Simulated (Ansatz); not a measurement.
# SrPbSe3 (model cell, started as cubic perovskite with Pb in the octahedra): a soft mode frozen in, part 2 of 3

Which phase does SrPbSe3 (model cell, started as cubic perovskite with Pb in the octahedra) fall into along its unstable mode, and how much energy does it gain?

Ansatz 0.2.0; DFT PBE, scalar-relativistic, plane waves, PAW; PAW set soft_1.

So far, highest frequency on the path or at a solved wavevector (cm⁻¹): step 2 (response at finite wavevector) 198. Also lowest frequency on the path (cm⁻¹): step 2 -90.1.

The structure was built from a prototype and need not be the compound's stable phase.

## 6. Relaxing from the distorted cell

Starting from the lowest point found, all atoms and the cell are let go, so that strain and other modes of the same symmetry can join in.

input.yaml reads:

```yaml
crystal:
  lattice:
    - [5.4577123742, 0.0, 0.0]
    - [0.0, 5.4577123742, 0.0]
    - [0.0, 0.0, 5.4577123742]
  atoms:
    - { symbol: Sr, position: [0.0, -0.1099361708, 0.0] }
    - { symbol: Pb, position: [0.5, 0.4786291371, 0.5] }
    - { symbol: Se, position: [0.5, 0.5887876563, 0.0] }
    - { symbol: Se, position: [0.5, 0.0004729593, 0.5] }
    - { symbol: Se, position: [0.0, 0.5887876563, 0.5] }
kpoints:
  mp_grid: { grid: [8, 8, 8] }
hamiltonian:
  xc: pbe
  pseudopotentials: { kind: paw, azcp: { folder: soft_1 } }
scf:
  occupations: { method: methfessel_paxton, width: 0.2 }
output:
  forces: true
  stress: true
  eigenvalues: true
  write_density: true
  write_potential: true
  elf: true
  volumetric_format: npy
relax:
  adjacent_minimum: "off"
  f_tol: 0.002
  max_steps: 120
  cell: { stress_tol: 0.03 }
```

On the command line:

```bash
$ ansatz run input.yaml --threads 4 --pin off --max-ram 16384MiB --backend cpu --events-out ev --progress --plain --runs-dir out
```

Numbers of over 12 decimals in the logs are rounded to 6 here.

Log:

```text
[...]
Crystal: 5 atoms, lattice volume = 162.567 Å³
Basis set: ecut = 420 eV, 3191 PW (Γ), exchange–correlation on 80×80×80 points (8 copies of the dense FFT grid, shifted against one another)
Bands: 44, of which v1, the nominal top of the filled ones, is band 36 counted from 1 (35 counted from 0)
Symmetry: 8 space group operations
[...]
k-points: 75 of 512 (time reversal used)
[...]
SCF iter   1: F=—  HF=-31865.386596 eV  |F-HF|=—  |Δ(HF+E_count)|=         —  Δρ=3.44e-2  dr2=5.32e0  ethr=3.10e-3  ⟨swp⟩=9.3  Hψ=16200  notcnv=0
[...]
SCF iter  10: F=-31863.438331 eV  HF=-31863.438331 eV  |F-HF|=1.55e-9  |Δ(HF+E_count)|=   1.26e-7  S|Δr|=    0.00e0  Δρ=3.02e-6  dr2=2.18e-8  ethr=1.39e-10  ⟨swp⟩=19.7  Hψ=31226  notcnv=0
SCF 1 converged in 10 iterations: F = -31863.438331 eV  dr2 = 2.18e-8
[...]
relax step   1: F+E_penalty+E_count = -31863.43833054 eV  Δ(F+E_penalty+E_count) = +0.000e0 eV  max|allowed force component| = 2.086e-1 eV/Å  Δτ_max = 0.0000 Å  P = +1.634 GPa  Ω = 162.567 Å³  (10 SCF iters, dr2 threshold 1.00e-7 eV, accepted)
Crystal: 5 atoms, lattice volume = 171.170 Å³
Basis set: ecut = 420 eV, 3343 PW (Γ), exchange–correlation on 80×80×80 points (8 copies of the dense FFT grid, shifted against one another)
[...]
SCF iter   8: F=-31863.614129 eV  HF=-31863.614129 eV  |F-HF|=3.78e-8  |Δ(HF+E_count)|=   1.64e-7  S|Δr|=    0.00e0  Δρ=4.31e-6  dr2=6.15e-8  ethr=6.94e-10  ⟨swp⟩=13.1  Hψ=31686  notcnv=0
the search or the solves at the SCF's close seem to have found levels that the self-consistency loop had missed (the run counts 1). By its estimate they hold under 1e-12 electrons; where the run keeps them, the occupations were computed again with them
SCF 2 converged in 8 iterations: F = -31863.614129 eV  dr2 = 6.15e-8
  Residual-converged pass: ⟨swp⟩=1.1  Hψ=3606  notcnv=0  max |occ|·‖R‖ = 7.1e-9 eV (tolerance 1.0e-8 eV)  dr2=6.15e-8  dr2_onsite=1.78e-8  max |Δocc| = 5.3e-11
[...]
relax step   2: F+E_penalty+E_count = -31863.61412946 eV  Δ(F+E_penalty+E_count) = -1.758e-1 eV  max|allowed force component| = 3.652e-1 eV/Å  Δτ_max = 0.0771 Å  P = -0.050 GPa  Ω = 171.170 Å³  energy of the carried Pulay correction = -5.294e-4 eV  (8 SCF iters, dr2 threshold 5.00e-7 eV, accepted)
Crystal: 5 atoms, lattice volume = 172.848 Å³
Basis set: ecut = 420 eV, 3357 PW (Γ), exchange–correlation on 80×80×80 points (8 copies of the dense FFT grid, shifted against one another)
[...]
SCF iter   8: F=-31863.706425 eV  HF=-31863.706425 eV  |F-HF|=3.07e-8  |Δ(HF+E_count)|=   9.44e-7  S|Δr|=    0.00e0  Δρ=7.04e-6  dr2=8.41e-8  ethr=6.94e-10  ⟨swp⟩=12.4  Hψ=34307  notcnv=0
SCF 3 converged in 8 iterations: F = -31863.706425 eV  dr2 = 8.41e-8
relax step   3: F+E_penalty+E_count = -31863.70642486 eV  Δ(F+E_penalty+E_count) = -9.230e-2 eV  max|allowed force component| = 3.892e-1 eV/Å  Δτ_max = 0.1385 Å  P = +0.011 GPa  Ω = 172.848 Å³  energy of the carried Pulay correction = -6.295e-4 eV  (8 SCF iters, dr2 threshold 5.00e-7 eV, accepted)
[... from here on, the SCF cycles and remarks between the steps are left out ...]
relax step   4: F+E_penalty+E_count = -31863.78499243 eV  Δ(F+E_penalty+E_count) = -7.857e-2 eV  max|allowed force component| = 2.946e-1 eV/Å  Δτ_max = 0.0540 Å  P = -0.013 GPa  Ω = 171.648 Å³  energy of the carried Pulay correction = -5.580e-4 eV  (7 SCF iters, dr2 threshold 5.00e-7 eV, accepted)
relax step   5: F+E_penalty+E_count = -31863.91935869 eV  Δ(F+E_penalty+E_count) = -1.344e-1 eV  max|allowed force component| = 3.952e-1 eV/Å  Δτ_max = 0.0943 Å  P = +0.171 GPa  Ω = 168.607 Å³  energy of the carried Pulay correction = -3.746e-4 eV  (7 SCF iters, dr2 threshold 5.00e-7 eV, accepted)
relax step   6: F+E_penalty+E_count = -31863.91296477 eV  Δ(F+E_penalty+E_count) = +6.394e-3 eV  max|allowed force component| = 4.454e-1 eV/Å  Δτ_max = 0.1003 Å  P = +1.208 GPa  Ω = 165.487 Å³  energy of the carried Pulay correction = -1.828e-4 eV  (7 SCF iters, dr2 threshold 5.00e-7 eV, rejected (line search))
relax step   7: F+E_penalty+E_count = -31863.95191794 eV  Δ(F+E_penalty+E_count) = -3.256e-2 eV  max|allowed force component| = 5.918e-2 eV/Å  Δτ_max = 0.0244 Å  P = +0.065 GPa  Ω = 169.170 Å³  energy of the carried Pulay correction = -4.088e-4 eV  (10 SCF iters, accepted)
relax step   8: F+E_penalty+E_count = -31863.95755383 eV  Δ(F+E_penalty+E_count) = -5.636e-3 eV  max|allowed force component| = 2.273e-2 eV/Å  Δτ_max = 0.0221 Å  P = -0.065 GPa  Ω = 169.920 Å³  energy of the carried Pulay correction = -4.542e-4 eV  (6 SCF iters, dr2 threshold 5.00e-7 eV, accepted)
relax step   9: F+E_penalty+E_count = -31863.95780005 eV  Δ(F+E_penalty+E_count) = -2.462e-4 eV  max|allowed force component| = 2.079e-2 eV/Å  Δτ_max = 0.0094 Å  P = -0.001 GPa  Ω = 169.904 Å³  energy of the carried Pulay correction = -4.532e-4 eV  (6 SCF iters, dr2 threshold 3.34e-8 eV, accepted)
relax step  10: F+E_penalty+E_count = -31863.95792609 eV  Δ(F+E_penalty+E_count) = -1.260e-4 eV  max|allowed force component| = 6.631e-3 eV/Å  Δτ_max = 0.0053 Å  P = +0.004 GPa  Ω = 169.697 Å³  energy of the carried Pulay correction = -4.407e-4 eV  (6 SCF iters, dr2 threshold 2.70e-8 eV, accepted)
relax step  11: F+E_penalty+E_count = -31863.95793600 eV  Δ(F+E_penalty+E_count) = -9.910e-6 eV  max|allowed force component| = 2.739e-4 eV/Å  Δτ_max = 0.0009 Å  P = +0.000 GPa  Ω = 169.665 Å³  energy of the carried Pulay correction = -4.388e-4 eV  (5 SCF iters, dr2 threshold 2.75e-9 eV, accepted)
relax step  12: F+E_penalty+E_count = -31863.97752963 eV  Δ(F+E_penalty+E_count) = -1.959e-2 eV  max|allowed force component| = 5.724e-3 eV/Å  Δτ_max = 0.0000 Å  P = +0.197 GPa  Ω = 169.665 Å³  stress off target by 5.48e-1 GPa  SCF on the basis re-selected at this cell (its energy is not comparable with the rows above)  (9 SCF iters)
relax step  13: F+E_penalty+E_count = -31863.98268771 eV  Δ(F+E_penalty+E_count) = -5.158e-3 eV  max|allowed force component| = 1.198e-2 eV/Å  Δτ_max = 0.0169 Å  P = +0.052 GPa  Ω = 170.891 Å³  energy of the carried Pulay correction = -7.797e-5 eV  (5 SCF iters, dr2 threshold 5.00e-7 eV, accepted)
relax step  14: F+E_penalty+E_count = -31863.98333908 eV  Δ(F+E_penalty+E_count) = -6.514e-4 eV  max|allowed force component| = 9.638e-3 eV/Å  Δτ_max = 0.0057 Å  P = +0.010 GPa  Ω = 171.275 Å³  energy of the carried Pulay correction = -1.035e-4 eV  (5 SCF iters, dr2 threshold 8.94e-8 eV, accepted)
relax step  15: F+E_penalty+E_count = -31863.98332947 eV  Δ(F+E_penalty+E_count) = +9.609e-6 eV  max|allowed force component| = 1.882e-2 eV/Å  Δτ_max = 0.0027 Å  P = -0.013 GPa  Ω = 171.351 Å³  energy of the carried Pulay correction = -1.084e-4 eV  (6 SCF iters, dr2 threshold 5.81e-9 eV, rejected (line search))
relax step  16: F+E_penalty+E_count = -31863.98335969 eV  Δ(F+E_penalty+E_count) = -2.061e-5 eV  max|allowed force component| = 4.998e-4 eV/Å  Δτ_max = 0.0013 Å  P = +0.001 GPa  Ω = 171.277 Å³  energy of the carried Pulay correction = -1.038e-4 eV  (7 SCF iters, accepted)
Basis set: ecut = 420 eV, 3355 PW (Γ), exchange–correlation on 72×96×72 points (8 copies of the dense FFT grid, shifted against one another)
[...]
SCF iter   7: F=-31863.983458 eV  HF=-31863.983458 eV  |F-HF|=1.38e-10  |Δ(HF+E_count)|=   3.91e-9  S|Δr|=    0.00e0  Δρ=6.76e-8  dr2=9.12e-12  ethr=1.00e-12  ⟨swp⟩=7.1  Hψ=20489  notcnv=0
SCF 17 converged in 7 iterations: F = -31863.983458 eV  dr2 = 9.12e-12
relax step  17: F+E_penalty+E_count = -31863.98345758 eV  Δ(F+E_penalty+E_count) = -9.789e-5 eV  max|allowed force component| = 4.121e-4 eV/Å  Δτ_max = 0.0000 Å  P = +0.000 GPa  Ω = 171.277 Å³  stress off target by 4.41e-3 GPa  SCF on the basis re-selected at this cell (its energy is not comparable with the rows above)  (7 SCF iters)
[...]
SCF converged after 7 iterations
[...]
Free energy (F): -31863.983458 eV
[...]
Internal energy: -31863.989910 eV  (E = F + TS)
E sigma→0 (E₀):  -31863.985071 eV
Entropy (-TS):   0.006453 eV (1.291 meV/atom)
Fermi energy:    5.865497 eV
[...]
--- Forces (eV/Å), atoms counted from 1 ---
  atom   1  Sr    -0.00000000     0.00017763     0.00000000
  atom   2  Pb     0.00000000    -0.00027662     0.00000000
  atom   3  Se    -0.00000000     0.00025399     0.00000000
  atom   4  Se    -0.00000000    -0.00041288     0.00000000
  atom   5  Se     0.00000000     0.00025399    -0.00000000
  max |Σ_I F_I| component: 3.89e-6 eV/Å
--- Stress (GPa, compression-positive) ---
       -0.001870       0.000000      -0.000000
        0.000000       0.004413       0.000000
       -0.000000       0.000000      -0.001870
  P = ⅓ Tr σ = 0.0002 GPa (0.002 kbar)
--- Band table (eV; the first three rows and the last of 75) ---
  k-point 0: bands = [... 32 lower, 4.6578, 4.6578, 4.7015, 5.4556, 5.4556, 7.7732, 9.2022, 9.2022, ... 4 higher]
  k-point 1: bands = [... 32 lower, 4.6062, 4.6265, 4.7377, 5.3298, 5.5860, 7.9932, 9.0507, 9.1383, ... 4 higher]
  k-point 2: bands = [... 32 lower, 4.5145, 4.5345, 4.7371, 5.0658, 6.0298, 8.5172, 9.0898, 9.1230, ... 4 higher]
  k-point 74: bands = [... 32 lower, 4.8736, 4.8736, 5.3482, 5.9233, 6.1983, 8.7548, 8.9966, 8.9966, ... 4 higher]
--- Relaxed structure (15 steps of the walk, 13 accepted, 2 SCFs on fresh bases) ---
  F+E_penalty+E_count = -31863.98345758 eV   max|allowed force component| = 4.121e-4 eV/Å   (the final SCF, on the basis selected at the relaxed cell)
  cell:  # Å, volume = 171.2774 Å³
    - [5.030321, 0, 0]
    - [0, 6.768755, 0.0]
    - [0, 0.0, 5.030321]
  atoms:
    - { symbol: Sr, position: [0, -0.112769, 0] }
    - { symbol: Pb, position: [0.5, 0.421981, 0.5] }
    - { symbol: Se, position: [0.5, 0.603959, 0.0] }
    - { symbol: Se, position: [0.5, 0.029612, 0.5] }
    - { symbol: Se, position: [0, 0.603959, 0.5] }
```

It took 6.1 min on 4 threads of Arm Neoverse V1, shared host; peak memory 0.76 GiB.

Relaxation path:

| step | energy less that of the first step (eV) | largest force component (eV/Å) | pressure (GPa) | volume (Å³) |
| --- | --- | --- | --- | --- |
| 1 | 0.0000 | 0.2086 | 1.63 | 162.57 |
| 2 | -0.1758 | 0.3652 | -0.05 | 171.17 |
| 3 | -0.2681 | 0.3892 | 0.01 | 172.85 |
| 4 | -0.3467 | 0.2946 | -0.01 | 171.65 |
| 5 | -0.4810 | 0.3952 | 0.17 | 168.61 |
| 6 | -0.4746 | 0.4454 | 1.21 | 165.49 |
| 7 | -0.5136 | 0.0592 | 0.07 | 169.17 |
| 8 | -0.5192 | 0.0227 | -0.07 | 169.92 |
| 9 | -0.5195 | 0.0208 | 0.00 | 169.90 |
| 10 | -0.5196 | 0.0066 | 0.00 | 169.70 |
| 11 | -0.5196 | 0.0003 | 0.00 | 169.66 |
| 12* | -0.5392 | 0.0057 | 0.20 | 169.66 |
| 13 | -0.5444 | 0.0120 | 0.05 | 170.89 |
| 14 | -0.5450 | 0.0096 | 0.01 | 171.28 |
| 15 | -0.5450 | 0.0188 | -0.01 | 171.35 |
| 16 | -0.5450 | 0.0005 | 0.00 | 171.28 |
| 17* | -0.5451 | 0.0004 | 0.00 | 171.28 |

Relaxation steps marked * repeat the geometry before them on a plane-wave basis chosen anew for their cell, so energy and pressure can jump there. Relaxation steps 6, 15 were tried and not accepted.

The run keeps the 8 symmetry operations that it works with, so distortions that break them were not tested.

| cell as run | before | after | change |
| --- | --- | --- | --- |
| a (Å) | 5.458 | 5.030 | -7.8 % |
| b (Å) | 5.458 | 6.769 | +24.0 % |
| c (Å) | 5.458 | 5.030 | -7.8 % |
| volume (Å³/atom) | 32.51 | 34.26 | +5.4 % |

The atoms that moved most (Å, as changes of fractional coordinates times the final cell):

| atom | dx | dy | dz | length |
| --- | --- | --- | --- | --- |
| Pb2 | 0.000 | -0.383 | 0.000 | 0.383 |
| Se4 | 0.000 | 0.197 | 0.000 | 0.197 |
| Se3 | 0.000 | 0.103 | 0.000 | 0.103 |
| Se5 | 0.000 | 0.103 | 0.000 | 0.103 |
| Sr1 | 0.000 | -0.019 | 0.000 | 0.019 |

Final coordinates:

```xyz
5
Lattice="5.0303 0.0000 0.0000 0.0000 6.7688 0.0000 0.0000 0.0000 5.0303" Properties=species:S:1:pos:R:3 pbc="T T T"
Sr    0.0000   -0.7633    0.0000
Pb    2.5152    2.8563    2.5152
Se    2.5152    4.0881    0.0000
Se    2.5152    0.2004    2.5152
Se    0.0000    4.0881    2.5152
```

This step gave:

| Property | Result |
| --- | --- |
| pressure | 2.24e-4 GPa |
| volume per atom | 34.26 Å³ |

Valence density in the bc plane at fractional x = 0.500, with atoms of Pb and Se within 0.2 Å of it. It is the smooth field of the valence electrons, not physical close to the nuclei.

Ten steps, logarithmic in the rise over the least value, from '_' (0 e/Å³) to '@' (43 e/Å³), each cell a mean:
```
________________..::++%%##--..________
__________________..::==--::..________
__________________..........__________
....__________..........____________..
::::....__..::----::..____________....
**++--......--++++==::..__________..--
@@@@==::..::==++**++--..__________::++
%%##==....::==++++++--..__________::==
==--::......::====--::____________..::
......______....::....______________..
________________..........____________
__________________..::::::..__________
________________..::==**++::..________
________________..::**@@%%==..________
```
Columns run along b (6.8 Å), rows up along c (5.0 Å). Atoms in or near the plane, at fractional coordinates: Pb at (0.42, 0.50), Se at (0.60, 0.00), Se at (0.03, 0.50).

Electrostatic potential energy in the bc plane at fractional x = 0.500, with atoms of Pb and Se within 0.2 Å of it. With pseudopotentials it is smooth inside the atoms' cores, unlike the true potential.

Ten even steps from '0' (-34 eV) to '9' (10 eV), each cell a mean:
```
9999999985698579999
9999999997555589999
9999999988767899999
8899998777889999999
5578985213689999986
7757861000379999965
9956840010169999857
9856850000179999856
5558873000589999975
7789987546789999998
9999999888888999999
9999999998655799999
9999999986576579999
9999999985899579999
```
Columns run along b (6.8 Å; values clipped at the 3rd and 97th percentile), rows up along c (5.0 Å). Atoms in or near the plane, at fractional coordinates: Pb at (0.42, 0.50), Se at (0.60, 0.00), Se at (0.03, 0.50).

ELF in the bc plane at fractional x = 0.500, with atoms of Pb and Se within 0.2 Å of it. It is the smooth field of the valence electrons, not physical close to the nuclei.

Ten even steps from '0' (0.01) to '9' (0.83), each cell a mean:
```
0000002689624898300
3431001479877885102
8863111346887752126
9986323333454310269
9987434444332101589
6677544213432002688
1167543001442002785
3367543001442002687
8887534334431001689
9986334443333210379
9975212335676631148
6642001368888874113
1110001589756897200
0000002699512898410
```
Columns run along b (6.8 Å), rows up along c (5.0 Å). Atoms in or near the plane, at fractional coordinates: Pb at (0.42, 0.50), Se at (0.60, 0.00), Se at (0.03, 0.50).

The distorted start has space group P4mm; the relaxation ends in P4mm.

## 7. The new phase in its own primitive cell

The relaxed structure is symmetrised, reduced to its primitive cell and relaxed tightly, as its phonons need.

input.yaml reads:

```yaml
crystal:
  lattice:
    - [5.0303206703, 0.0, 0.0]
    - [0.0, 5.0303206703, 0.0]
    - [0.0, 0.0, 6.768754747]
  atoms:
    - { symbol: Sr, position: [0.0, 0.0, 0.1127691611] }
    - { symbol: Pb, position: [0.5, 0.5, 0.5780191562] }
    - { symbol: Se, position: [0.5, 0.0, 0.3960410233] }
    - { symbol: Se, position: [0.5, 0.5, 0.9703883979] }
    - { symbol: Se, position: [0.0, 0.5, 0.3960410233] }
kpoints:
  mp_grid: { grid: [8, 8, 6] }
hamiltonian:
  xc: pbe
  pseudopotentials: { kind: paw, azcp: { folder: soft_1 } }
scf:
  occupations: { method: methfessel_paxton, width: 0.2 }
output:
  forces: true
  stress: true
  eigenvalues: true
relax:
  adjacent_minimum: "off"
  f_tol: 0.001
  max_steps: 60
  cell: { stress_tol: 0.01 }
```

Log:

```text
[...]
Crystal: 5 atoms, lattice volume = 171.277 Å³
Basis set: ecut = 420 eV, 3355 PW (Γ), exchange–correlation on 72×72×96 points (8 copies of the dense FFT grid, shifted against one another)
Bands: 44, of which v1, the nominal top of the filled ones, is band 36 counted from 1 (35 counted from 0)
Symmetry: 8 space group operations
[...]
k-points: 60 of 384 (time reversal used)
[...]
--- Relaxed structure (5 steps of the walk, 5 accepted, 1 SCFs on fresh bases) ---
[...]
cell:  # Å, volume = 171.3975 Å³
    - [5.038620, 0.0, 0]
    - [0.0, 5.038620, 0.0]
    - [0, 0.0, 6.751206]
  atoms:
    - { symbol: Sr, position: [0, 0.0, 0.113186] }
    - { symbol: Pb, position: [0.5, 0.5, 0.577186] }
    - { symbol: Se, position: [0.5, 0.0, 0.396457] }
    - { symbol: Se, position: [0.5, 0.5, 0.969973] }
    - { symbol: Se, position: [0, 0.5, 0.396457] }
[key lines of the parts left out:]
SCF converged after 7 iterations
Free energy (F): -31863.983279 eV
Fermi energy:    5.852208 eV
P = ⅓ Tr σ = -0.0022 GPa (-0.022 kbar)
```

It took 83 s on 4 threads; peak memory 0.7 GiB; 5.5 min of CPU time.

Step by step:

| step | energy less that of the first step (eV) | largest force component (eV/Å) | pressure (GPa) | volume (Å³) |
| --- | --- | --- | --- | --- |
| 1 | 0.0000 | 0.0151 | -0.01 | 171.28 |
| 2 | -0.0002 | 0.0239 | 0.01 | 171.42 |
| 3 | -0.0002 | 0.0110 | 0.00 | 171.39 |
| 4 | -0.0002 | 0.0026 | 0.00 | 171.38 |
| 5 | -0.0002 | 0.0004 | 0.00 | 171.40 |
| 6* | -0.0003 | 0.0004 | 0.00 | 171.40 |

Relaxation steps marked * repeat the geometry before them on a plane-wave basis chosen anew for their cell, so energy and pressure can jump there.

Forces are held to the 8 operations that the run works with; a distortion that breaks them can't arise in this run.

| conventional cell, symmetrised | before | after | change |
| --- | --- | --- | --- |
| a (Å) | 5.030 | 5.039 | +0.2 % |
| b (Å) | 5.030 | 5.039 | +0.2 % |
| c (Å) | 6.769 | 6.751 | -0.3 % |
| volume (Å³/atom) | 34.26 | 34.28 | +0.1 % |

Final coordinates:

```xyz
5
Lattice="5.0386 0.0000 0.0000 0.0000 5.0386 0.0000 0.0000 0.0000 6.7512" Properties=species:S:1:pos:R:3 pbc="T T T"
Sr    0.0000    0.0000    0.7641
Pb    2.5193    2.5193    3.8967
Se    2.5193    0.0000    2.6766
Se    2.5193    2.5193    6.5485
Se    0.0000    2.5193    2.6766
```

Numbers from this step:

| Property | Result |
| --- | --- |
| pressure | -0.002220 GPa |
| volume per atom | 34.28 Å³ |

The largest force component left is 0.44 meV/Å and the pressure is -0.002 GPa, within the tolerances set. The cell now holds 34.28 Å³/atom.

(Part 2 of 3 ends here.)

[Logs are printed without paths, hosts, clocks, repeated set-up lines and the standing remarks that a program may print on its own settings, such as how far it seeks lower states.]

[Hosts, paths, dates, database ids (printed as entryN), source tags and the programs' standing remarks are cut or masked in the printed files.]
